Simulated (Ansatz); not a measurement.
# S on Mo(110): change of the work function, part 4 of 5

Aim: the work function of Mo(110) at several coverages of S (longbridge site), and the dipole that each adsorbate carries.

Ansatz 0.2.0; plane-wave DFT, PBEsol, Ansatz PAW (the session's first sound run).

So far, work function, upper face (eV): step 2 (the clean slab) 4.68; step 3 (17 atoms, coverage 0.25 ML, cell 2x2) 4.83; step 4 (18 atoms, coverage 0.5 ML, cell 2x2) 4.96; step 5 (5 atoms, coverage 1 ML, cell 1x1) 4.51.

### 7. The 0.25 ML cell at another level of theory

This step: plane-wave DFT, PBE, JTH PAW (Ansatz 0.2.0).

System of this step: Mo16S (S/Mo(110)). The cell holds 17 atoms: 16 Mo and 1 S. Its edges and angles: a = 5.456 Å, b = 5.456 Å, c = 26.752 Å, α = 90.0°, β = 90.0°, γ = 70.5°. Vacuum lies along c.

The geometry is kept and the functional is PBE; other changes against the main runs: JTH PAW files and cutoff 420 → n/a.

File input.yaml:

```yaml
crystal:
  lattice:
    - [4.4547727214, -3.15, 0.0]
    - [4.4547727214, 3.15, 0.0]
    - [0.0, 0.0, 26.7520369145]
  atoms:
    - { symbol: Mo, position: [0.0, 0.0, 0.3364229808] }
    - { symbol: Mo, position: [0.25, 0.25, 0.4196834206] }
    - { symbol: Mo, position: [0.0, 0.0, 0.5017462158] }
    - { symbol: Mo, position: [0.2482565617, 0.2482565617, 0.5828700757] }
    - { symbol: Mo, position: [0.0, 0.5, 0.3364229808] }
    - { symbol: Mo, position: [0.25, 0.75, 0.4196834206] }
    - { symbol: Mo, position: [0.0, 0.5, 0.5033804718] }
    - { symbol: Mo, position: [0.2645577254, 0.7354422746, 0.5813518054] }
    - { symbol: Mo, position: [0.5, 0.0, 0.3364229808] }
    - { symbol: Mo, position: [0.75, 0.25, 0.4196834206] }
    - { symbol: Mo, position: [0.5, 0.0, 0.5033804718] }
    - { symbol: Mo, position: [0.7354422746, 0.2645577254, 0.5813518054] }
    - { symbol: Mo, position: [0.5, 0.5, 0.3364229808] }
    - { symbol: Mo, position: [0.75, 0.75, 0.4196834206] }
    - { symbol: Mo, position: [0.5, 0.5, 0.4997780991] }
    - { symbol: Mo, position: [0.7517434383, 0.7517434383, 0.5828700757] }
    - { symbol: S, position: [0.0, 0.0, 0.6437603962] }
kpoints:
  mp_grid: { grid: [6, 6, 1] }
hamiltonian:
  xc: pbe
  pseudopotentials: { kind: paw, source: jth }
scf:
  occupations: { method: fermi_dirac, width: 0.1 }
  convergence: { dr2_threshold: 1.0e-08 }
efield:
  axis: 3
  dipole_correction: true
  ramp_position: 0.97
  ramp_width: 0.06
output:
  write_potential: true
  write_density: true
  volumetric_format: npy
```

Run with:

```sh
$ ansatz run input.yaml --threads 4 --pin off --max-ram 6144MiB --backend cpu --events-out ev --progress --plain --runs-dir out
```

Numbers of over 12 decimals in the logs are rounded to 6 here.

Log:

```text
Warning: <dir> the checks of this Mo dataset prove no rule for summing its radial tables, as where they were carried onto another mesh than they were made on, and Gregory's rule is taken, under which a leading mesh point left out moves its sums only by what lay on the interval it spanned. That does not make them correct, and they differ from Quantum ESPRESSO's on this file; a re-export a fraction of a mesh step off can move them. hamiltonian.pseudopotentials.radial_quadrature: simpson_from_first_knot sums it by `pw.x`'s rule; on a PAW file no value gives `pw.x`'s numbers. What more to know: hamiltonian.pseudopotentials.radial_quadrature, in the input reference
Warning: <dir> the checks of this S dataset prove no rule for summing its radial tables, as where they were carried onto another mesh than they were made on, and Gregory's rule is taken, under which a leading mesh point left out moves its sums only by what lay on the interval it spanned. That does not make them correct, and they differ from Quantum ESPRESSO's on this file; a re-export a fraction of a mesh step off can move them. hamiltonian.pseudopotentials.radial_quadrature: simpson_from_first_knot sums it by `pw.x`'s rule; on a PAW file no value gives `pw.x`'s numbers. What more to know: hamiltonian.pseudopotentials.radial_quadrature, in the input reference
Engine: ansatz 0.2.0, aarch64-unknown-linux-gnu
Pseudopotentials: kind: paw
Pseudopotential: Mo, paw, valence charge 14, recommended cutoff 1800 eV (normal), Mo.paw.azcp
Pseudopotential: S, paw, valence charge 6, recommended cutoff 780 eV (normal), S.paw.azcp
Functional definition: PBE
  parameter kappa = 0.804
  parameter beta = 0.066725
  exchange = pbe_x(kappa = kappa, mu = beta*pi^2/3)
  correlation = pbe_c(beta = beta)
name one with --spill-dir DIR, on a local disk that has 2.95 GiB free on top of a fifth of its size, which is kept free (a 1 TiB disk: 207.75 GiB free)
with nothing else changed it takes a maximum of at least 7.57 GiB, with nothing to spare, and 8.32 GiB leaves up to a tenth: --max-ram 8.32GiB where that set the maximum, else more of the term that did, and with no share typed, where 8.32 GiB is over 0.88 of the host's memory or its container's limit, a share of 0.88 or more that holds the maximum too (--max-ram-frac F), where one does; The budget is ten elevenths of [...]
```

Run time: 1.7 s. Hardware: 4 threads of Arm Neoverse V2, shared host; peak memory 0.57 GiB.

The program refused the input before any cycle.

### 8. The 0.25 ML cell at another level of theory, cutoff 420 eV, functional revpbe

This step: plane-wave DFT, revPBE, Ansatz PAW (Ansatz 0.2.0).

The geometry is kept and the functional is revPBE.

Changes to input.yaml since step 7:

```diff
@@ -26,4 +26,3 @@
 hamiltonian:
-  xc: pbe
-  pseudopotentials: { kind: paw, source: jth }
+  xc: revpbe
 scf:
```

Log:

```text
[...]
Crystal: 17 atoms, lattice volume = 750.798 Å³
Basis set: ecut = 420 eV, 14689 PW (Γ)
Bands: 138, of which v1, the nominal top of the filled ones, is band 115 counted from 1 (114 counted from 0)
Symmetry: 4 space group operations
[...]
k-points: 13 of 36
[...]
SCF iter   1: F=—  HF=-80274.470567 eV  |F-HF|=—  |Δ(HF+E_count)|=         —  Δρ=4.22e-3  dr2=4.10e-1  ethr=1.77e-3  p=0.055 e·Å  D=1.33e-2 V/Å  ΔV_dip=-0.36 eV  dr2_dipole=6.00e-2  V_vac-E_F(+/−)=4.40/4.76 eV  ⟨swp⟩=9.1  Hψ=9043  notcnv=0
[...]
SCF iter  10: F=-80274.452494 eV  HF=-80274.452494 eV  |F-HF|=1.25e-9  |Δ(HF+E_count)|=   1.10e-8  Δρ=5.04e-7  dr2=3.28e-9  ethr=4.35e-12  p=-0.016 e·Å  D=-3.74e-3 V/Å  ΔV_dip=0.10 eV  dr2_dipole=1.06e-10  V_vac-E_F(+/−)=4.64/4.54 eV  ⟨swp⟩=9.0  Hψ=5224  notcnv=0
SCF 1 converged in 10 iterations: F = -80274.452494 eV  dr2 = 3.28e-9
[...]
SCF converged after 10 iterations
Free energy (F): -80274.452494 eV
[...]
Internal energy: -80274.016778 eV  (E = F + TS)
E sigma→0 (E₀):  -80274.234636 eV
Entropy (-TS):   -0.435716 eV (-25.630 meV/atom)
Fermi energy:    4.362274 eV
Dipole field:    D = -0.003745 V/Å  (p = -0.015538 e·Å, saw-weighted, corrected)
Work function:   Φ+ = 4.6407 eV   Φ− = 4.5405 eV
[...]
--- Band table (eV; the first three rows and the last of 13) ---
  k-point 0: bands = [... 111 lower, 4.7330, 5.0894, 5.1588, 5.2253, 5.3001, 5.4152, 5.4896, 5.5698, ... 19 higher]
  k-point 1: bands = [... 111 lower, 4.5987, 4.7876, 4.8879, 4.9742, 5.1382, 5.1758, 5.2621, 5.2789, ... 19 higher]
  k-point 2: bands = [... 111 lower, 3.8696, 4.0149, 4.0830, 4.4344, 4.5744, 4.7825, 4.9301, 5.0322, ... 19 higher]
  k-point 12: bands = [... 111 lower, 3.4745, 3.5399, 3.6388, 3.6396, 3.6452, 3.7272, 3.8222, 4.1676, ... 19 higher]
```

Wall time 57 s (4 threads); peak memory 2.8 GiB; 3.7 min of CPU time.

The column dr2 measures how far the density is from self-consistency, as an energy; F and HF (Harris–Foulkes) agree once it is small.

This step gave:

```yaml
energy_at_zero_smearing: -80274.2346 eV
work_function_upper_face: 4.641 eV
work_function_lower_face: 4.540 eV
dipole_along_the_normal: -0.01554 e·Å
step_between_the_vacuum_levels: 0.1002 eV
```

The work function comes to 4.64 eV, -0.18 eV from the first level.

### 9. The 0.25 ML cell at another level of theory, cutoff 500 eV, functional r2SCAN

This step: plane-wave DFT, r2SCAN, Ansatz PAW (Ansatz 0.2.0).

The geometry is kept and the functional is r2SCAN; other changes against the main runs: cutoff 420 → 500.

Changes to input.yaml since step 8:

```diff
@@ -26,3 +26,3 @@
 hamiltonian:
-  xc: revpbe
+  xc: r2scan
 scf:
```

Log:

```text
[...]
Crystal: 17 atoms, lattice volume = 750.798 Å³
Basis set: ecut = 500 eV, 18923 PW (Γ), exchange–correlation on 160×160×800 points (64 copies of the dense FFT grid, shifted against one another)
Bands: 138, of which v1, the nominal top of the filled ones, is band 115 counted from 1 (114 counted from 0)
Symmetry: 4 space group operations
[...]
k-point 0: bands = [... 111 lower, 4.6225, 5.0321, 5.0498, 5.1129, 5.2047, 5.4216, 5.4646, 5.4805, ... 19 higher]
  k-point 1: bands = [... 111 lower, 4.4427, 4.6386, 4.7723, 4.8202, 5.0234, 5.0909, 5.1762, 5.2391, ... 19 higher]
  k-point 2: bands = [... 111 lower, 3.6720, 3.7928, 3.9227, 4.3176, 4.4530, 4.6618, 4.8222, 4.9288, ... 19 higher]
  k-point 12: bands = [... 111 lower, 3.2541, 3.3290, 3.4320, 3.4373, 3.4395, 3.6091, 3.6737, 3.9937, ... 19 higher]
[key lines of the parts left out:]
SCF converged after 10 iterations
Free energy (F): -80380.260903 eV
Fermi energy:    4.227839 eV
Dipole field:    D = -0.002915 V/Å  (p = -0.012096 e·Å, saw-weighted, corrected)
Work function:   Φ+ = 4.7998 eV   Φ− = 4.7218 eV
```

Wall time 1.9 min (4 threads); peak memory 4.3 GiB; 7.3 min of CPU time.

The work function comes to 4.80 eV, -0.03 eV from the first level.

### 10. The 0.25 ML cell at another level of theory, cutoff 420 eV, functional PBE

This step: plane-wave DFT, PBE, Ansatz PAW (Ansatz 0.2.0).

The geometry is kept and the functional is PBE.

Changes to input.yaml since step 9:

```diff
@@ -26,3 +26,3 @@
 hamiltonian:
-  xc: r2scan
+  xc: pbe
 scf:
```

Log:

```text
[...]
Crystal: 17 atoms, lattice volume = 750.798 Å³
Basis set: ecut = 420 eV, 14689 PW (Γ)
Bands: 138, of which v1, the nominal top of the filled ones, is band 115 counted from 1 (114 counted from 0)
Symmetry: 4 space group operations
[...]
k-points: 13 of 36
[...]
k-point 0: bands = [... 111 lower, 4.6389, 4.9932, 5.0669, 5.1278, 5.2038, 5.3171, 5.3918, 5.4782, ... 19 higher]
  k-point 1: bands = [... 111 lower, 4.5043, 4.6947, 4.7919, 4.8822, 5.0429, 5.0806, 5.1649, 5.1823, ... 19 higher]
  k-point 2: bands = [... 111 lower, 3.7772, 3.9215, 3.9859, 4.3356, 4.4794, 4.6888, 4.8350, 4.9376, ... 19 higher]
  k-point 12: bands = [... 111 lower, 3.3831, 3.4472, 3.5455, 3.5463, 3.5518, 3.6292, 3.7248, 4.0743, ... 19 higher]
[key lines of the parts left out:]
SCF converged after 10 iterations
Free energy (F): -80191.783254 eV
Fermi energy:    4.266749 eV
Dipole field:    D = -0.002873 V/Å  (p = -0.011921 e·Å, saw-weighted, corrected)
Work function:   Φ+ = 4.7479 eV   Φ− = 4.6710 eV
```

The job ended after 57 s (4 threads; peak memory 2.8 GiB; 3.7 min of CPU time).

The work function comes to 4.75 eV, -0.08 eV from the first level.

### 11. Comparing the runs

Times are for 4 threads of Arm Neoverse V2, shared host. Results by setting:

| no. | functional | work function, upper face (eV) | dipole along the normal (e·Å) | time | memory (GiB) |
| --- | --- | --- | --- | --- | --- |
| 1 | revpbe | 4.641 | -0.01554 | 57 s | 2.8 |
| 2 | r2scan | 4.800 | -0.01210 | 1.9 min | 4.3 |
| 3 | pbe | 4.748 | -0.01192 | 57 s | 2.8 |

### 12. A changed input

This step: plane-wave DFT, PBEsol, Ansatz PAW (Ansatz 0.2.0).

System of this step: Mo4S (S/Mo(110)). The cell holds 5 atoms: 4 Mo and 1 S. Cell: a = 2.728 Å, b = 2.728 Å, c = 26.752 Å, α = 90.0°, β = 90.0°, γ = 70.5°. Vacuum lies along c.

A run with a changed input: it repeats the earlier run at 1 ML with relax.f_tol from 0.02 to 0.005, relax.max_displacement to 0.5, scf.initial_density.chi_scale to 0.3 and kpoints.mp_grid.grid from [12, 12, 1] to [18, 18, 1].

File input.yaml:

```yaml
crystal:
  lattice:
    - [2.2273863607, -1.575, 0.0]
    - [2.2273863607, 1.575, 0.0]
    - [0.0, 0.0, 26.7520369145]
  atoms:
    - { symbol: Mo, position: [0.0, 0.0, 0.3364229808] }
    - { symbol: Mo, position: [0.5, 0.5, 0.4196834206] }
    - { symbol: Mo, position: [0.0, 0.0, 0.5021591936] }
    - { symbol: Mo, position: [0.5, 0.5, 0.5807051095] }
    - { symbol: S, position: [0.0, 0.0, 0.6635770192] }
kpoints:
  mp_grid: { grid: [18, 18, 1] }
hamiltonian:
  xc: pbesol
scf:
  occupations: { method: fermi_dirac, width: 0.1 }
  convergence: { dr2_threshold: 1.0e-08 }
  initial_density: { chi_scale: 0.3 }
efield:
  axis: 3
  dipole_correction: true
  ramp_position: 0.97
  ramp_width: 0.06
relax:
  f_tol: 0.005
  max_steps: 60
  constraints: [{ sites: [0, 1] }]
  max_displacement: 0.5
output:
  bader: true
  write_potential: true
  write_density: true
  volumetric_format: npy
```

Log:

```text
[...]
Crystal: 5 atoms, lattice volume = 187.699 Å³
Basis set: ecut = 420 eV, 3751 PW (Γ), exchange–correlation on 40×40×360 points (8 copies of the dense FFT grid, shifted against one another)
Bands: 38, of which v1, the nominal top of the filled ones, is band 31 counted from 1 (30 counted from 0)
Symmetry: 4 space group operations
[...]
k-points: 91 of 324
[...]
SCF iter   1: F=—  HF=-20984.996457 eV  |F-HF|=—  |Δ(HF+E_count)|=         —  Δρ=3.16e-1  dr2=1.14e4  ethr=3.10e-3  p=-2.460 e·Å  D=-2.37e0 V/Å  ΔV_dip=63.44 eV  dr2_dipole=8.08e3  V_vac-E_F(+/−)=57.10/-6.34 eV  ⟨swp⟩=33.0  Hψ=53040  notcnv=0  defer=37
[...]
SCF iter  27: F=-20472.773141 eV  HF=-20472.773141 eV  |F-HF|=1.67e-8  |Δ(HF+E_count)|=   8.33e-8  Δρ=1.06e-6  dr2=2.61e-9  ethr=1.61e-11  p=-0.007 e·Å  D=-6.55e-3 V/Å  ΔV_dip=0.18 eV  dr2_dipole=2.15e-10  V_vac-E_F(+/−)=4.94/4.76 eV  ⟨swp⟩=10.5  Hψ=26363  notcnv=0
SCF 1 converged in 27 iterations: F = -20472.773141 eV  dr2 = 2.61e-9
[...]
relax step   1: F+E_penalty+E_count = -20472.77314098 eV  Δ(F+E_penalty+E_count) = +0.000e0 eV  max|allowed force component| = 1.893e0 eV/Å  Δτ_max = 0.0000 Å  (27 SCF iters, accepted)
Bands: 45, of which v1, the nominal top of the filled ones, is band 31 counted from 1 (30 counted from 0)
[...]
SCF iter   1: F=—  HF=-20474.665868 eV  |F-HF|=—  |Δ(HF+E_count)|=         —  Δρ=3.07e-2  dr2=5.37e1  ethr=3.10e-3  p=0.182 e·Å  D=1.75e-1 V/Å  ΔV_dip=-4.69 eV  dr2_dipole=2.77e1  V_vac-E_F(+/−)=0.48/5.17 eV  ⟨swp⟩=6.9  Hψ=16205  notcnv=0  defer=34
[...]
SCF iter  10: F=-20473.150210 eV  HF=-20473.150210 eV  |F-HF|=4.33e-9  |Δ(HF+E_count)|=   3.03e-8  Δρ=7.85e-7  dr2=3.44e-9  ethr=1.61e-11  p=0.010 e·Å  D=9.98e-3 V/Å  ΔV_dip=-0.27 eV  dr2_dipole=3.24e-10  V_vac-E_F(+/−)=4.49/4.76 eV  ⟨swp⟩=10.4  Hψ=26562  notcnv=0
SCF 2 converged in 10 iterations: F = -20473.150210 eV  dr2 = 3.44e-9
relax step   2: F+E_penalty+E_count = -20473.15020954 eV  Δ(F+E_penalty+E_count) = -3.771e-1 eV  max|allowed force component| = 9.175e-1 eV/Å  Δτ_max = 0.3917 Å  (10 SCF iters, accepted)
SCF iter   1: F=—  HF=-20473.473376 eV  |F-HF|=—  |Δ(HF+E_count)|=         —  Δρ=1.56e-2  dr2=1.46e1  ethr=3.10e-3  p=-0.067 e·Å  D=-6.50e-2 V/Å  ΔV_dip=1.74 eV  dr2_dipole=7.72e0  V_vac-E_F(+/−)=6.29/4.55 eV  ⟨swp⟩=5.6  Hψ=11289  notcnv=0  defer=109
[...]
SCF iter   9: F=-20473.147940 eV  HF=-20473.147940 eV  |F-HF|=9.95e-9  |Δ(HF+E_count)|=   7.65e-8  Δρ=9.12e-7  dr2=1.10e-9  ethr=1.61e-11  p=0.010 e·Å  D=9.70e-3 V/Å  ΔV_dip=-0.26 eV  dr2_dipole=3.29e-11  V_vac-E_F(+/−)=4.51/4.77 eV  ⟨swp⟩=10.1  Hψ=26244  notcnv=0
SCF 3 converged in 9 iterations: F = -20473.147940 eV  dr2 = 1.10e-9
relax step   3: F+E_penalty+E_count = -20473.14793961 eV  Δ(F+E_penalty+E_count) = +2.270e-3 eV  max|allowed force component| = 1.015e0 eV/Å  Δτ_max = 0.1719 Å  (9 SCF iters, rejected (line search))
[...]
relax step   4: F+E_penalty+E_count = -20473.19872668 eV  Δ(F+E_penalty+E_count) = -4.852e-2 eV  max|allowed force component| = 2.627e-2 eV/Å  Δτ_max = 0.0857 Å  (9 SCF iters, accepted)
[...]
relax step   5: F+E_penalty+E_count = -20473.19882348 eV  Δ(F+E_penalty+E_count) = -9.680e-5 eV  max|allowed force component| = 2.392e-2 eV/Å  Δτ_max = 0.0171 Å  (7 SCF iters, accepted)
SCF iter   1: F=—  HF=-20473.199220 eV  |F-HF|=—  |Δ(HF+E_count)|=         —  Δρ=6.96e-4  dr2=6.10e-3  ethr=6.95e-5  p=0.011 e·Å  D=1.08e-2 V/Å  ΔV_dip=-0.29 eV  dr2_dipole=6.02e-4  V_vac-E_F(+/−)=4.47/4.76 eV  ⟨swp⟩=2.0  Hψ=6935  notcnv=0  defer=97
[...]
SCF iter   7: F=-20473.198918 eV  HF=-20473.198917 eV  |F-HF|=7.25e-9  |Δ(HF+E_count)|=   2.75e-8  Δρ=6.04e-7  dr2=5.08e-10  ethr=1.61e-11  p=0.009 e·Å  D=9.01e-3 V/Å  ΔV_dip=-0.24 eV  dr2_dipole=3.55e-12  V_vac-E_F(+/−)=4.52/4.76 eV  ⟨swp⟩=9.7  Hψ=24249  notcnv=0
SCF 6 converged in 7 iterations: F = -20473.198918 eV  dr2 = 5.08e-10
relax step   6: F+E_penalty+E_count = -20473.19891750 eV  Δ(F+E_penalty+E_count) = -9.402e-5 eV  max|allowed force component| = 3.571e-4 eV/Å  Δτ_max = 0.0071 Å  (7 SCF iters, accepted)
[...]
WARN: The input density's exchange-correlation potential varies sharply where the density is thin. Do not read a vacuum level from v_tot or v_xc, or from such a field of the output density. On a cell that repeats whose density bears no net charge and no dipole along the vacuum's axis use v_es (v_loc + v_h of the components); under efield.dipole_correction with no amplitude use v_es + v_field, which holds any external [...]
SCF converged after 7 iterations
Free energy (F): -20473.198918 eV
[...]
Internal energy: -20473.064290 eV  (E = F + TS)
E sigma→0 (E₀):  -20473.131604 eV
Entropy (-TS):   -0.134627 eV (-26.925 meV/atom)
Fermi energy:    5.166432 eV
Dipole field:    D = 0.009008 V/Å  (p = 0.009344 e·Å, saw-weighted, corrected)
Work function:   Φ+ = 4.5215 eV   Φ− = 4.7625 eV
[...]
--- Forces (eV/Å), atoms counted from 1 ---
  atom   1  Mo     0.00000000     0.00000000     0.92282886
  atom   2  Mo     0.00000000     0.00000000    -0.92295615
  atom   3  Mo     0.00000000     0.00000000    -0.00025927
  atom   4  Mo     0.00000000     0.00000000     0.00035705
  atom   5  S      0.00000000     0.00000000     0.00004182
  max |Σ_I F_I| component: 1.23e-5 eV/Å
--- Band table (eV; the first three rows and the last of 91) ---
  k-point 0: bands = [... 27 lower, 3.5849, 3.7737, 4.3955, 4.5117, 5.6504, 6.0824, 6.3315, 6.3755, ... 10 higher]
  k-point 1: bands = [... 27 lower, 3.5883, 3.8372, 4.2388, 4.6409, 5.5192, 5.8301, 6.2136, 6.4106, ... 10 higher]
  k-point 2: bands = [... 27 lower, 3.5082, 3.8312, 4.1624, 4.7896, 5.2578, 5.4776, 5.9581, 6.2236, ... 10 higher]
  k-point 90: bands = [... 27 lower, 4.2294, 4.2474, 5.1287, 5.8486, 6.2337, 6.2544, 6.7480, 7.7562, ... 10 higher]
--- Relaxed structure (6 steps of the walk, 5 accepted, 0 SCFs on fresh bases) ---
  F+E_penalty+E_count = -20473.19891750 eV   max|allowed force component| = 3.571e-4 eV/Å
  atoms:
    - { symbol: Mo, position: [0.0, 0.0, 0.3364229808] }
    - { symbol: Mo, position: [0.5, 0.5, 0.4196834206] }
    - { symbol: Mo, position: [0.0, 0.0, 0.501226] }
    - { symbol: Mo, position: [0.5, 0.5, 0.584912] }
    - { symbol: S, position: [0.0, 0.0, 0.652522] }
--- Bader charges: 5 sites ---
  site symbol  charge [e]  shift [e]
     0     Mo     -0.0599     0.0000
     1     Mo      0.0648     0.0000
     2     Mo      0.0231     0.0000
     3     Mo      0.4419     0.0007
     4      S     -0.4698     0.0007
  estimated error of the sums over rays = 5.9e-4 e
```

The job ended after 3.9 min (4 threads; peak memory 0.85 GiB; 16 min of CPU time).

Relaxation path:

| step | energy less that of the first step (eV) | largest force component (eV/Å) |
| --- | --- | --- |
| 1 | 0.0000 | 1.8930 |
| 2 | -0.3771 | 0.9175 |
| 3 | -0.3748 | 1.0151 |
| 4 | -0.4256 | 0.0263 |
| 5 | -0.4257 | 0.0239 |
| 6 | -0.4258 | 0.0004 |

Relaxation step 3 was tried and not accepted.

The run keeps the 4 symmetry operations that it works with, so distortions that break them were not tested.

The atoms that moved most (Å):

| atom | dx | dy | dz | length |
| --- | --- | --- | --- | --- |
| S5 | 0.000 | 0.000 | -0.296 | 0.296 |
| Mo4 | 0.000 | 0.000 | 0.113 | 0.113 |
| Mo3 | 0.000 | 0.000 | -0.025 | 0.025 |

The relaxed structure:

```xyz
5
Lattice="2.2274 -1.5750 0.0000 2.2274 1.5750 0.0000 0.0000 0.0000 26.7520" Properties=species:S:1:pos:R:3
Mo    0.0000    0.0000    9.0000
Mo    2.2274    0.0000   11.2274
Mo    0.0000    0.0000   13.4088
Mo    2.2274    0.0000   15.6476
S     0.0000    0.0000   17.4563
```

Numbers from this step:

| Item | Value |
| --- | --- |
| energy at zero smearing | -20473.1316 eV |
| work function, upper face | 4.522 eV |
| work function, lower face | 4.762 eV |
| dipole along the normal | 0.009344 e·Å |
| step between the vacuum levels | -0.2410 eV |

| quantity | this run | earlier run | difference |
| --- | --- | --- | --- |
| work function, upper face (eV) | 4.522 | 4.506 | 0.015 |
| work function, lower face (eV) | 4.762 | 4.758 | 0.0042 |
| dipole along the normal (e·Å) | 0.009344 | 0.009771 | -4.3e-4 |

What moves beyond 0.01 in its unit (for the dipole 0.5 % and 5e-5 e·Å): dipole along the normal (-0.000427 e·Å) and work function, upper face (+0.0152 eV).

(Continued in part 5 of 5.)

[Logs are printed without paths, hosts, clocks, repeated set-up lines and the standing remarks that a program may print on its own settings, such as how far it seeks lower states.]

[Hosts, paths, dates, database ids (printed as entryN), source tags and the programs' standing remarks are cut or masked in the printed files.]

[Maps of the electrostatic potential energy from Ansatz leave out the sawtooth potential of an applied field or a dipole correction, so their vacuum need not be flat; planar profiles and work functions include it.]
